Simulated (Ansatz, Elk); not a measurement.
# Bonding as seen by X-rays: Y3VC, part 2 of 2

Structure refinements treat a crystal as free atoms side by side. For a made-up structure of Y3VC (cell and positions from a PBEsol relaxation) the runs below show what the calculated density changes in F(hkl).

Elk 11.2.3 (patched build); all-electron DFT.

So far: The starting structure; Ground state and structure factors; The magnetisation density.

The structure was built from a prototype and need not be the compound's stable phase.

## (4) The highest occupied states alone

Level of this step: DFT, PBE, all-electron APW+lo, Dirac cores, scalar-relativistic bands, static density, ferromagnetic start (Elk).

An energy window below the Fermi level keeps the highest occupied states, to see at which angles they scatter; shallow core shells can lie inside it and anion s states outside. No new self-consistency is needed.

File elk.in:

```
tasks
  195

xctype
  20

spinpol
  .true.

rgkmax
  7.0

gmaxvr
  14.0

lmaxo
  7

lmaxapw
  8

swidth
  0.002

tshift
  .false.

ramdisk
  .false.

hmaxvr
  5.5

maxscl
  120

epspot
  1e-06

reducebf
  0.8

wsfac
  -0.197790 0.543210

sppath
  './'

avec
  9.19364122743 -0.00000000000 -0.00000000000
  0.00000000000 9.19364122743 0.00000000000
  -0.00000000000 0.00000000000 9.19364122743

atoms
  3
  'Y.in'
  3
  0.0000000000 0.5000000000 0.5000000000   0.000000 0.000000 0.000000
  0.5000000000 -0.0000000000 0.5000000000   0.000000 0.000000 0.000000
  0.5000000000 0.5000000000 0.0000000000   0.000000 0.000000 0.000000
  'V.in'
  1
  -0.0000000000 0.0000000000 -0.0000000000   0.000000 0.000000 -0.155000
  'C.in'
  1
  0.5000000000 0.5000000000 0.5000000000   0.000000 0.000000 0.000000

ngridk
  4 4 4
```

Started as:

```console
$ OMP_NUM_THREADS=4 elk
```

Numbers of over 12 decimals in the logs are rounded to 6 here.

Log:

```text
┌─────────────────────────────────┐
│ Elk code version 11.2.3 started │
└─────────────────────────────────┘

Info(readinput): the functional depends on the density's gradient
 muffin-tin radial points multiplied by    2.00000
 (not where nrmtscf is given)

┌────────────────────┐
│ Current task : 195 │
└────────────────────┘

Info(sfacrho): density structure factors written to SFACRHO.OUT

 Energy window :  -0.1977900000      0.5432100000

┌──────────────────┐
│ Elk code stopped │
└──────────────────┘
```

Elapsed: 10 s, on 4 threads of AMD EPYC 7B13 (Zen 3), shared host; peak memory 0.26 GiB; 12 s of CPU time.

States within 12 eV below the Fermi level hold 18.00 electrons; any levels below the window count with the cores. Their amplitudes can exceed the total, where window and core parts have opposite phase:

```csv
hkl,sin θ/λ (Å⁻¹),"abs F, window","abs F, all"
100,0.103,1.197,20.245
110,0.145,4.795,9.410
111,0.178,0.096,108.123
200,0.205,3.563,111.669
210,0.230,0.207,16.646
211,0.252,1.987,10.173
220,0.291,1.862,97.484
221,0.308,0.273,14.746
300,0.308,0.198,14.788
310,0.325,1.060,10.002
```

## (5) Another functional

The difference from free atoms is small, so it is set against the change that LDA (Perdew-Wang) makes.

elk.in, as its differences from that of step 4:

```diff
@@ -1,6 +1,8 @@
 tasks
+  0
   195
+  196
 
 xctype
-  20
+  3
 
@@ -42,5 +44,2 @@
 
-wsfac
-  -0.197790 0.543210
-
 sppath
```

Started as:

```console
$ OMP_NUM_THREADS=4 elk
```

Log:

```text
┌─────────────────────────┐
│ Elk code version 11.2.3 │
└─────────────────────────┘

All units are atomic (Hartree, Bohr, etc.)

┌─────────────────────────────────────────────────┐
│ Ground-state run starting from atomic densities │
└─────────────────────────────────────────────────┘

Lattice vectors :
   9.193641227      -0.000000000      -0.000000000
   0.000000000       9.193641227       0.000000000
  -0.000000000       0.000000000       9.193641227

Reciprocal lattice vectors :
  0.6834272898      -0.000000000       0.000000000
[...]
total in muffin-tins        :    137.1909869
 total calculated charge     :    145.9992617
 total charge                :    146.0000000
 error                       :   0.7383192699E-03

Moments :
 interstitial                :    1.127277908
 muffin-tins
  species : 1 (Y)
[...]
species : 2 (V)
   atom 1                    :    2.646694440
  species : 3 (C)
   atom 1                    :   0.7226213959E-01
 total in muffin-tins        :    2.963159438
 total moment                :    4.090437346

┌──────────────────────────────┐
│ Self-consistent loop stopped │
└──────────────────────────────┘

Wrote STATE.OUT
[key lines of the parts left out:]
total energy                :     -11130.963084472
```

Elapsed: 51 s, on 4 threads; peak memory 0.27 GiB; 2.3 min of CPU time.

Against the first run R = 0.06 %; the largest change is -0.043 at 642. The moment goes from 4.39 to 4.09 μB.

## (6) A coarser k-mesh

About half the k-points along each axis test the sampling.

elk.in, as its differences from that of step 5:

```diff
@@ -6,3 +6,3 @@
 xctype
-  3
+  20
 
@@ -67,2 +67,2 @@
 ngridk
-  4 4 4
+  2 2 2
```

Started as:

```console
$ OMP_NUM_THREADS=4 elk
```

Log:

```text
┌─────────────────────────┐
│ Elk code version 11.2.3 │
└─────────────────────────┘

All units are atomic (Hartree, Bohr, etc.)

┌─────────────────────────────────────────────────┐
│ Ground-state run starting from atomic densities │
└─────────────────────────────────────────────────┘

Lattice vectors :
   9.193641227      -0.000000000      -0.000000000
   0.000000000       9.193641227       0.000000000
  -0.000000000       0.000000000       9.193641227

Reciprocal lattice vectors :
  0.6834272898      -0.000000000       0.000000000
[...]
total in muffin-tins        :    137.1498787
 total calculated charge     :    145.9991989
 total charge                :    146.0000000
 error                       :   0.8010525227E-03

Moments :
 interstitial                :    1.190368748
 muffin-tins
  species : 1 (Y)
[...]
species : 2 (V)
   atom 1                    :    2.755691454
  species : 3 (C)
   atom 1                    :  -0.8584951297E-01
 total in muffin-tins        :    2.958986538
 total moment                :    4.149355286

┌──────────────────────────────┐
│ Self-consistent loop stopped │
└──────────────────────────────┘

Wrote STATE.OUT
[key lines of the parts left out:]
total energy                :     -11144.515725206
```

Elapsed: 75 s, on 4 threads; peak memory 0.45 GiB; 3.4 min of CPU time.

Against the first run R = 0.12 %; the largest change is -0.086 at 500. The moment goes from 4.39 to 4.15 μB.

## (7) Settings against the effect

```csv
run,R against the first run (%),"R against neutral atoms, low angle (%)",wall time
"PBE, rgkmax 7",0.00,0.57,1.7 min
LDA (Perdew-Wang),0.06,0.54,51 s
k-mesh 2×2×2,0.12,0.59,75 s
```

## (8) Results

```yaml
r_against_neutral_atoms_sin_theta_lambda_0p3_a_minus1: 0.57 %
r_against_neutral_atoms_0p3_to_0p82_a_minus1: 0.21 %
```

Independent neutral atoms miss the calculated amplitudes by R = 0.57 % below 0.3 Å⁻¹ and 0.21 % from there to 0.82 Å⁻¹; by shells, 3.33 % below 0.15 Å⁻¹ (2 forms), 0.38 % 0.15 to 0.3 (5 forms), 0.21 % 0.3 to 0.45 (13 forms), 0.21 % above 0.45 (59 forms). Bonding, aspherical density and the tables' own atoms all enter these figures, and the runs don't part them. The largest change of an amplitude is -0.55 electrons, at 111. The magnetic order is that of the start. No other order was tried here, and an antiferromagnetic one would change or move the magnetic intensity. The window's part falls from 18.0 electrons at the origin to at most 0.35 between 0.45 and 0.82 Å⁻¹. Below 0.3 Å⁻¹ the changes that finished (LDA (Perdew-Wang) and k-mesh 2×2×2) move F by R = 0.04 % at most, against the 0.57 % that separates it from free atoms. The magnetic factors move by R = 3.3 % (LDA (Perdew-Wang)) and 18.4 % (k-mesh 2×2×2), so they aren't settled to better than that. The basis has no finished test. Part of the difference isn't bonding: the tables are fits to free atoms and ions calculated by other methods than this functional. Thermal motion, anomalous dispersion and extinction are left out.

[Logs are printed without paths, hosts, clocks, repeated set-up lines and the standing remarks that a program may print on its own settings, such as how far it seeks lower states.]

[Hosts, paths, dates, database ids (printed as entryN), source tags and the programs' standing remarks are cut or masked in the printed files.]
